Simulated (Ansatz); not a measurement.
# CeO (Fm-3m): relaxing the cell for a phonon run

Task: relax CeO (Fm-3m) tightly.

Main program and level: Ansatz 0.2.0; DFT PBEsol+U, scalar-relativistic, plane waves, PAW.

In doubt: warnings of the run leave room for a lower electronic state (steps 2, 4), so energies may not be the lowest and differences between runs may mislead.

### 1. Starting point

The structure is cubic, space group Fm-3m (No. 225). The conventional cell has a = 4.966 Å, b = 4.966 Å, c = 4.966 Å, α = 90.00°, β = 90.00°, γ = 90.00°. Nearest to Ce lie 6 O at 2.48 Å. Nearest to O lie 6 Ce at 2.48 Å. Farther neighbours and most contacts between anions are not listed.

Structure file:

```cif
data_structure
_symmetry_space_group_name_H-M 'Fm-3m'
_symmetry_Int_Tables_number 225
_cell_length_a 4.9663
_cell_length_b 4.9663
_cell_length_c 4.9663
_cell_angle_alpha 90.000
_cell_angle_beta 90.000
_cell_angle_gamma 90.000
_cell_volume 122.49
loop_
_atom_site_label
_atom_site_type_symbol
_atom_site_symmetry_multiplicity
_atom_site_Wyckoff_symbol
_atom_site_fract_x
_atom_site_fract_y
_atom_site_fract_z
_atom_site_occupancy
Ce1 Ce 4 a 0.00000 0.00000 0.00000 1
O1 O 4 b 0.50000 0.00000 0.00000 1
```

### 2. A coarse first look

First a cheap look: the gap decides the mesh and the occupations, the pressure tells how far the cell has to move.

Input file input.yaml:

```yaml
crystal:
  lattice:
    - [0.0, 2.4831414422, 2.4831414422]
    - [2.4831414422, 0.0, 2.4831414422]
    - [2.4831414422, 2.4831414422, 0.0]
  atoms:
    - { symbol: Ce, position: [0.0, 0.0, 0.0] }
    - { symbol: O, position: [0.5, 0.5, 0.5] }
kpoints:
  mp_grid: { grid: [6, 6, 6] }
hamiltonian:
  xc: pbesol
  hubbard: { sites: [{ species: Ce, l: f, u_eff: 5.0 }] }
scf:
  occupations: { method: gaussian, width: 0.1 }
output:
  forces: true
  stress: true
  eigenvalues: true
```

Command:

```
> ansatz run input.yaml --threads 8 --pin off --max-ram 14336MiB --backend cpu --events-out ev --progress --plain --runs-dir out
```

Numbers of over 12 decimals in the logs are rounded to 6 here.

Log:

```text
Ce: projections on atomic orbitals take those of the free atom [Kr 4d10] 4f1 5s2 5p6 5d1 6s2, of charge +0.00 (hamiltonian.pseudopotentials.projection_atoms); the dataset's partial waves leave at most 1.4e-5 of an orbital's norm unspanned inside its sphere
[...]
k-point 1: bands = [... 5 lower, 11.6701, 11.8621, 11.8621, 16.4221, 18.0126, 18.0951, 18.0951, 19.2563, ... 6 higher]
  k-point 2: bands = [... 5 lower, 10.5992, 11.0610, 11.0610, 16.7781, 18.3289, 18.7493, 18.7493, 19.1809, ... 6 higher]
  k-point 15: bands = [... 5 lower, 11.4136, 12.6491, 12.9220, 15.9011, 17.4984, 18.4455, 19.0208, 19.0794, ... 6 higher]
Occupation matrices written to <dir>
[key lines of the parts left out:]
SCF converged after 110 iterations (108 of them on 13 bands)
Free energy (F): -7046.735069 eV
Fermi energy:    17.340119 eV
P = ⅓ Tr σ = 0.0035 GPa (0.035 kbar)
```

Elapsed: 2.2 s, on 8 threads of Intel Xeon Platinum 8488C (Sapphire Rapids), shared host; peak memory 0.38 GiB.

This run has no spin polarisation, although Ce can carry a moment.

A gap read on the k-mesh alone can miss the band edges.

This step gave:

```yaml
pressure: 0.003494 GPa
volume_per_atom: 15.31 Å³
gap_on_the_k_mesh: 0.1042 eV
direct_gap_on_mesh: 0.2001 eV
```

The coarse mesh shows a gap of 0.10 eV and a pressure of 0.0 GPa.

### 3. Bringing the structure to rest

The cell and atoms are relaxed, since residual forces and stress would shift the frequencies.

input.yaml, the sections that differ from step 2:

```yaml
kpoints:
  mp_grid: { grid: [10, 10, 10] }
scf:
  occupations: { method: gaussian, width: 0.01 }
output:
  forces: true
  stress: true
  eigenvalues: true
  write_density: true
  write_potential: true
  elf: true
  volumetric_format: npy
relax:
  adjacent_minimum: "off"
  f_tol: 0.005
  max_steps: 80
  cell: { stress_tol: 0.05 }
# crystal, hamiltonian: as in step 2
```

Log:

```text
[...]
Crystal: 2 atoms, lattice volume = 30.622 Å³
Basis set: ecut = 420 eV, 609 PW (Γ), exchange–correlation on 48×48×48 points (8 copies of the dense FFT grid, shifted against one another)
Bands: 13, of which v1, the nominal top of the filled ones, is band 9 counted from 1 (8 counted from 0)
Symmetry: 48 space group operations
[...]
k-points: 47 of 1000
[...]
SCF iter   1: F=—  HF=-7050.301781 eV  |F-HF|=—  |Δ(HF+E_count)|=         —  Δρ=2.43e-1  dr2=9.08e0  ethr=3.10e-3  ⟨swp⟩=5.2  Hψ=3112  notcnv=0
[...]
SCF iter  20: F=-7046.764389 eV  HF=-7046.764389 eV  |F-HF|=3.66e-9  |Δ(HF+E_count)|=   5.96e-8  Δρ=6.47e-6  dr2=5.26e-9  ethr=5.56e-10  ⟨swp⟩=7.8  Hψ=4493  notcnv=0
SCF 1, on 13 bands, converged in 20 iterations: F = -7046.764389 eV; the run's SCF on all bands comes behind
[...]
Bands: 19, of which v1, the nominal top of the filled ones, is band 9 counted from 1 (8 counted from 0)
[...]
SCF iter   2: F=-7046.764389 eV  HF=-7046.764389 eV  |F-HF|=1.21e-8  |Δ(HF+E_count)|=   3.43e-9  Δρ=7.26e-6  dr2=1.45e-8  ethr=3.37e-11  ⟨swp⟩=9.2  Hψ=4503  notcnv=0
SCF 2 converged in 2 iterations: F = -7046.764389 eV  dr2 = 1.45e-8
relax step   1: F+E_penalty+E_count = -7046.76438862 eV  Δ(F+E_penalty+E_count) = +0.000e0 eV  max|allowed force component| = 1.887e-29 eV/Å  Δτ_max = 0.0000 Å  P = -0.796 GPa  Ω = 30.622 Å³  (22 SCF iters, dr2 threshold 1.00e-7 eV, accepted)
Crystal: 2 atoms, lattice volume = 30.261 Å³
[...]
SCF iter   7: F=-7046.765151 eV  HF=-7046.765151 eV  |F-HF|=5.69e-8  |Δ(HF+E_count)|=   5.78e-7  Δρ=2.30e-5  dr2=1.06e-7  ethr=1.11e-9  ⟨swp⟩=8.3  Hψ=5839  notcnv=0
SCF 3 converged in 7 iterations: F = -7046.765151 eV  dr2 = 1.06e-7
relax step   2: F+E_penalty+E_count = -7046.76515065 eV  Δ(F+E_penalty+E_count) = -7.620e-4 eV  max|allowed force component| = 3.392e-29 eV/Å  Δτ_max = 0.0000 Å  P = +0.942 GPa  Ω = 30.261 Å³  energy of the carried Pulay correction = +9.063e-4 eV  (7 SCF iters, dr2 threshold 2.00e-7 eV, rejected (line search))
Crystal: 2 atoms, lattice volume = 30.455 Å³
[...]
SCF iter  10: F=-7046.765225 eV  HF=-7046.765225 eV  |F-HF|=2.73e-12  |Δ(HF+E_count)|=  1.91e-11  Δρ=5.55e-8  dr2=8.75e-13  ethr=1.00e-12  ⟨swp⟩=4.9  Hψ=3388  notcnv=0
SCF 4 converged in 10 iterations: F = -7046.765225 eV  dr2 = 8.75e-13
relax step   3: F+E_penalty+E_count = -7046.76522510 eV  Δ(F+E_penalty+E_count) = -8.365e-4 eV  max|allowed force component| = 8.480e-30 eV/Å  Δτ_max = 0.0000 Å  P = -0.008 GPa  Ω = 30.455 Å³  energy of the carried Pulay correction = +4.165e-4 eV  (10 SCF iters, accepted)
[...]
SCF iter   6: F=-7046.764858 eV  HF=-7046.764858 eV  |F-HF|=1.82e-12  |Δ(HF+E_count)|=  1.09e-10  Δρ=1.78e-7  dr2=6.30e-12  ethr=1.00e-12  ⟨swp⟩=5.0  Hψ=3689  notcnv=0
SCF 5 converged in 6 iterations: F = -7046.764858 eV  dr2 = 6.30e-12
relax step   4: F+E_penalty+E_count = -7046.76485840 eV  Δ(F+E_penalty+E_count) = +3.667e-4 eV  max|allowed force component| = 7.494e-30 eV/Å  Δτ_max = 0.0000 Å  P = -0.031 GPa  Ω = 30.455 Å³  stress off target by 3.10e-2 GPa  SCF on the basis re-selected at this cell (its energy is not comparable with the rows above)  (6 SCF iters)
basis re-selected at this cell: Δ(F+E_penalty+E_count) = +3.667e-4 eV, ΔP = -0.023 GPa vs the last step (what re-selecting the basis moved, of the pressure what is left beyond the Pulay correction that the steps carried, after the strain that the cell walked since its last selection, with what the two solves' SCF thresholds leave and, on support functions, any second-order correction that the steps lacked; it is no m [...]
SCF converged after 6 iterations
Free energy (F): -7046.764858 eV
[...]
Internal energy: -7046.764858 eV  (E = F + TS)
E sigma→0 (E₀):  -7046.764858 eV
Fermi energy:    17.413959 eV
[...]
--- Stress (GPa, compression-positive) ---
       -0.031015      -0.000000      -0.000000
       -0.000000      -0.031015       0.000000
       -0.000000       0.000000      -0.031015
  P = ⅓ Tr σ = -0.0310 GPa (-0.310 kbar)
--- Band table (eV; the first three rows and the last of 47) ---
  k-point 0: bands = [... 5 lower, 12.4329, 12.4329, 12.4329, 16.7394, 17.7262, 17.7262, 17.7262, 18.0869, ... 6 higher]
  k-point 1: bands = [... 5 lower, 12.1521, 12.2332, 12.2332, 16.5826, 17.8973, 17.8973, 17.9089, 18.6023, ... 6 higher]
  k-point 2: bands = [... 5 lower, 11.5195, 11.7665, 11.7665, 16.4995, 18.1482, 18.3098, 18.3098, 19.2052, ... 6 higher]
  k-point 46: bands = [... 5 lower, 11.2328, 12.7642, 12.9426, 16.5315, 17.5535, 18.1253, 19.0017, 19.0382, ... 6 higher]
Occupation matrices written to <dir>
--- Relaxed structure (3 steps of the walk, 2 accepted, 1 SCFs on fresh bases) ---
  F+E_penalty+E_count = -7046.76485840 eV   max|allowed force component| = 7.494e-30 eV/Å   (the final SCF, on the basis selected at the relaxed cell)
  cell:  # Å, volume = 30.4555 Å³
    - [0, 2.478630, 2.478630]
    - [2.478630, 0, 2.478630]
    - [2.478630, 2.478630, 0]
  atoms:
    - { symbol: Ce, position: [0, 0, 0] }
    - { symbol: O, position: [0.5, 0.5, 0.5] }
```

Run time: 2.5 s. Hardware: 8 threads; peak memory 0.44 GiB.

The steps of the relaxation:

```tsv
step	energy less that of the first step (eV)	largest force component (eV/Å)	pressure (GPa)	volume (Å³)
1	0.0000	0.0000	-0.80	30.62
2	-0.0008	0.0000	0.94	30.26
3	-0.0008	0.0000	-0.01	30.46
4*	-0.0005	0.0000	-0.03	30.46
```

Relaxation steps marked * repeat the geometry before them on a plane-wave basis chosen anew for their cell, so energy and pressure can jump there. Relaxation step 2 was tried and not accepted.

The run keeps the 48 symmetry operations that it works with, so distortions that break them were not tested.

```tsv
conventional cell, symmetrised	before	after	change
a (Å)	4.966	4.957	-0.2 %
b (Å)	4.966	4.957	-0.2 %
c (Å)	4.966	4.957	-0.2 %
volume (Å³/atom)	15.31	15.23	-0.5 %
```

Final coordinates:

```xyz
2
Lattice="0.0000 2.4786 2.4786 2.4786 0.0000 2.4786 2.4786 2.4786 0.0000" Properties=species:S:1:pos:R:3 pbc="T T T"
Ce    0.0000    0.0000    0.0000
O     2.4786    2.4786    2.4786
```

Numbers from this step:

| Item | Value |
| --- | --- |
| pressure | -0.03101 GPa |
| gap on the k-mesh | 0.1207 eV |
| volume per atom | 15.23 Å³ |
| direct gap on mesh | 0.1468 eV |

Valence density in the ac plane of the conventional cell at fractional y = 0.000, with atoms of Ce and O within 0.2 Å of it. It is the smooth field of the valence electrons, not physical close to the nuclei.

Ten even steps from '_' (-2.8 e/Å³) to '@' (6.8 e/Å³), each cell a mean:
```
::====----==##%%++------++--
++==--------====--------==++
----------------------------
----------------------------
------------======----------
**==------======++==------++
@@**------++::__====----==%%
%%++------++--::====----==##
==--------==++++==--------==
----------------------------
----------------------------
====----------------------==
==++==------++**==------====
__====----==%%@@**------++::
```
Columns run along a (5.0 Å), rows up along c (5.0 Å), edges of the conventional cell, whose origin can differ from the input's. Atoms in or near the plane, at fractional coordinates: Ce at (0.00, 0.00), Ce at (0.50, 0.50), O at (0.50, 0.00), O at (0.00, 0.50).

ELF in the ac plane of the conventional cell at fractional y = 0.000, with atoms of Ce and O within 0.2 Å of it. It is the smooth field of the valence electrons, not physical close to the nuclei.

Values, 14 rows by 14 columns, each cell a mean:
```
0.36 0.76 0.77 0.31 0.36 0.75 0.68 0.61 0.78 0.58 0.21 0.58 0.83 0.51
0.83 0.83 0.61 0.20 0.25 0.61 0.75 0.77 0.71 0.42 0.15 0.41 0.76 0.83
0.61 0.50 0.27 0.10 0.12 0.25 0.36 0.38 0.30 0.17 0.09 0.18 0.41 0.58
0.23 0.18 0.11 0.07 0.10 0.20 0.31 0.34 0.26 0.15 0.07 0.09 0.15 0.21
0.61 0.52 0.29 0.11 0.27 0.61 0.77 0.79 0.71 0.44 0.15 0.17 0.42 0.58
0.75 0.77 0.52 0.18 0.50 0.83 0.76 0.67 0.82 0.71 0.26 0.30 0.71 0.78
0.45 0.75 0.61 0.23 0.61 0.83 0.36 0.14 0.67 0.79 0.34 0.38 0.77 0.61
0.61 0.78 0.58 0.21 0.58 0.83 0.51 0.36 0.76 0.77 0.31 0.36 0.75 0.68
0.77 0.71 0.42 0.15 0.41 0.76 0.83 0.83 0.83 0.61 0.20 0.25 0.61 0.75
0.38 0.30 0.17 0.09 0.18 0.41 0.58 0.61 0.50 0.27 0.10 0.12 0.25 0.36
0.34 0.26 0.15 0.07 0.09 0.15 0.21 0.23 0.18 0.11 0.07 0.10 0.20 0.31
0.79 0.71 0.44 0.15 0.17 0.42 0.58 0.61 0.52 0.29 0.11 0.27 0.61 0.77
0.67 0.82 0.71 0.26 0.30 0.71 0.78 0.75 0.77 0.52 0.18 0.50 0.83 0.76
0.14 0.67 0.79 0.34 0.38 0.77 0.61 0.45 0.75 0.61 0.23 0.61 0.83 0.36
```
Columns run along a (5.0 Å), rows up along c (5.0 Å), edges of the conventional cell, whose origin can differ from the input's. Atoms in or near the plane, at fractional coordinates: Ce at (0.00, 0.00), Ce at (0.50, 0.50), O at (0.50, 0.00), O at (0.00, 0.50).

Electrostatic potential energy in the ac plane of the conventional cell at fractional y = 0.000, with atoms of Ce and O within 0.2 Å of it. With pseudopotentials it is smooth inside the atoms' cores, unlike the true potential.

Ten even steps from '0' (-49 eV) to '9' (17 eV), each cell a mean:
```
01589732599630
24699976899853
67899999999986
99999988899999
99998654579999
47997411258985
14996200148962
25996300158973
68998532469997
99999866789999
88999999999998
45799999999865
12589854799741
01489621499620
```
Columns run along a (5.0 Å; values clipped at the 3rd and 97th percentile), rows up along c (5.0 Å), edges of the conventional cell, whose origin can differ from the input's. Atoms in or near the plane, at fractional coordinates: Ce at (0.00, 0.00), Ce at (0.50, 0.50), O at (0.50, 0.00), O at (0.00, 0.50).

In this step the volume went from 15.31 to 15.23 Å³/atom.

### 4. Tight relaxation

Phonons need a cell at rest on their own settings, so the relaxation is repeated with tight tolerances on forces and stress on the k mesh and occupations of the first response run.

input.yaml, the sections that differ from step 3:

```yaml
crystal:
  lattice:
    - [0.0, 2.4786304303, 2.4786304303]
    - [2.4786304303, 0.0, 2.4786304303]
    - [2.4786304303, 2.4786304303, 0.0]
  atoms:
    - { symbol: Ce, position: [0.0, 0.0, 0.0] }
    - { symbol: O, position: [0.5, 0.5, 0.5] }
kpoints:
  mp_grid: { grid: [12, 12, 12] }
relax:
  adjacent_minimum: "off"
  f_tol: 0.001
  max_steps: 60
  cell: { stress_tol: 0.01 }
# hamiltonian, scf, output: as in step 3
```

Log:

```text
[...]
Crystal: 2 atoms, lattice volume = 30.455 Å³
Basis set: ecut = 420 eV, 609 PW (Γ), exchange–correlation on 48×48×48 points (8 copies of the dense FFT grid, shifted against one another)
Bands: 13, of which v1, the nominal top of the filled ones, is band 9 counted from 1 (8 counted from 0)
[... 1 set-up line as in the run before ...]
[...]
k-points: 72 of 1728
[...]
k-point 71: bands = [... 5 lower, 11.0791, 12.8437, 12.8437, 17.3940, 17.3940, 17.5598, 19.0204, 19.0204, ... 6 higher]
Occupation matrices written to <dir>
--- Relaxed structure (3 steps of the walk, 2 accepted, 1 SCFs on fresh bases) ---
[...]
cell:  # Å, volume = 30.4493 Å³
    - [0, 2.478462, 2.478462]
    - [2.478462, 0, 2.478462]
    - [2.478462, 2.478462, 0]
  atoms:
    - { symbol: Ce, position: [0, 0, 0] }
    - { symbol: O, position: [0.5, 0.5, 0.5] }
[key lines of the parts left out:]
SCF converged after 6 iterations
Free energy (F): -7046.760664 eV
Fermi energy:    17.394041 eV
P = ⅓ Tr σ = -0.0011 GPa (-0.011 kbar)
```

It took 6.4 s on 8 threads; peak memory 0.48 GiB; 38 s of CPU time.

Little changed from the start: no atom moved by 0.005 Å and no cell edge by 0.1 %.

Numbers from this step:

```yaml
pressure: -0.001092 GPa
volume_per_atom: 15.22 Å³
gap_on_the_k_mesh: 0 eV
```

Valence density in the ac plane of the conventional cell at fractional y = 0.000, with atoms of Ce and O within 0.2 Å of it. It is the smooth field of the valence electrons, not physical close to the nuclei.

Ten even steps from '0' (-2.7 e/Å³) to '9' (6.8 e/Å³), each cell a mean:
```
24433478533353
54333344333344
33333333332333
33323333333333
43333444433334
85333532543347
96333520443348
64333444543335
33333344333333
33323333332333
43333333333334
45433356433345
04433489633352
```
Columns run along a (5.0 Å), rows up along c (5.0 Å), edges of the conventional cell, whose origin can differ from the input's. Atoms in or near the plane, at fractional coordinates: Ce at (0.00, 0.00), Ce at (0.50, 0.50), O at (0.50, 0.00), O at (0.00, 0.50).

ELF in the ac plane of the conventional cell at fractional y = 0.000, with atoms of Ce and O within 0.2 Å of it. It is the smooth field of the valence electrons, not physical close to the nuclei.

Values, 13 rows by 14 columns, each cell a mean:
```
0.39 0.77 0.77 0.30 0.35 0.75 0.69 0.63 0.78 0.57 0.21 0.57 0.83 0.53
0.83 0.82 0.58 0.19 0.23 0.57 0.72 0.74 0.67 0.39 0.14 0.38 0.74 0.83
0.51 0.40 0.21 0.09 0.11 0.20 0.28 0.30 0.24 0.14 0.08 0.15 0.33 0.48
0.28 0.22 0.13 0.08 0.12 0.29 0.44 0.47 0.37 0.21 0.09 0.10 0.18 0.25
0.73 0.65 0.38 0.14 0.36 0.73 0.83 0.83 0.80 0.56 0.19 0.22 0.55 0.71
0.64 0.77 0.57 0.21 0.56 0.84 0.59 0.42 0.76 0.76 0.30 0.34 0.75 0.72
0.46 0.75 0.61 0.23 0.61 0.82 0.35 0.15 0.68 0.79 0.33 0.38 0.77 0.61
0.76 0.77 0.50 0.18 0.49 0.82 0.75 0.69 0.84 0.70 0.25 0.30 0.70 0.77
0.55 0.46 0.25 0.11 0.25 0.56 0.73 0.76 0.67 0.39 0.13 0.16 0.38 0.52
0.24 0.19 0.12 0.07 0.09 0.17 0.24 0.26 0.20 0.12 0.07 0.09 0.15 0.22
0.74 0.64 0.38 0.13 0.14 0.34 0.49 0.52 0.43 0.24 0.10 0.22 0.53 0.72
0.71 0.82 0.69 0.25 0.29 0.69 0.78 0.76 0.76 0.50 0.17 0.48 0.82 0.79
0.17 0.67 0.79 0.33 0.38 0.77 0.62 0.47 0.75 0.61 0.23 0.61 0.83 0.38
```
Columns run along a (5.0 Å), rows up along c (5.0 Å), edges of the conventional cell, whose origin can differ from the input's. Atoms in or near the plane, at fractional coordinates: Ce at (0.00, 0.00), Ce at (0.50, 0.50), O at (0.50, 0.00), O at (0.00, 0.50).

Electrostatic potential energy in the ac plane of the conventional cell at fractional y = 0.000, with atoms of Ce and O within 0.2 Å of it. With pseudopotentials it is smooth inside the atoms' cores, unlike the true potential.

Ten even steps from '_' (-49 eV) to '@' (17 eV), each cell a mean:
```
__..++%%@@##--::++@@@@**--__
--==##@@@@@@%%##@@@@@@%%++--
####@@@@@@@@@@@@@@@@@@@@%%##
@@@@@@@@@@%%####%%@@@@@@@@@@
##@@@@@@%%++----==##@@@@@@%%
--++@@@@**--____..++%%@@##==
..==@@@@**::____..==%%@@**::
==##@@@@##==....::**%%@@%%++
@@@@@@@@%%##++++**%%@@@@@@@@
%%@@@@@@@@@@%%%%@@@@@@@@@@%%
++**%%@@@@@@@@@@@@@@@@%%##++
..--**%%@@@@**++##@@@@##==..
__..==%%@@**::..==@@@@**::__
```
Columns run along a (5.0 Å; values clipped at the 3rd and 97th percentile), rows up along c (5.0 Å), edges of the conventional cell, whose origin can differ from the input's. Atoms in or near the plane, at fractional coordinates: Ce at (0.00, 0.00), Ce at (0.50, 0.50), O at (0.50, 0.00), O at (0.00, 0.50).

The forces vanish by symmetry and the pressure is -0.001 GPa, within the tolerances set. The cell now holds 15.22 Å³/atom.

### 5. Outcome

```json
{
  "space group after relaxation (within 0.01 Å)": "Fm-3m",
  "lattice constant a": "4.957 Å",
  "lattice constant b": "4.957 Å",
  "lattice constant c": "4.957 Å",
  "volume per atom": "15.2 Å³"
}
```

In words: The forces vanish by symmetry and the pressure is -0.001 GPa, within the tolerances set. The cell now holds 15.22 Å³/atom. The relaxation keeps the symmetry of its start, so it says nothing on stability against lower symmetry. The runs are without spin polarisation, although Ce often carries a moment. Spin-orbit coupling is left out, which can matter for the heavy elements here.

[Logs are printed without paths, hosts, clocks, repeated set-up lines and the standing remarks that a program may print on its own settings, such as how far it seeks lower states.]

[Hosts, paths, dates, database ids (printed as entryN), source tags and the programs' standing remarks are cut or masked in the printed files.]
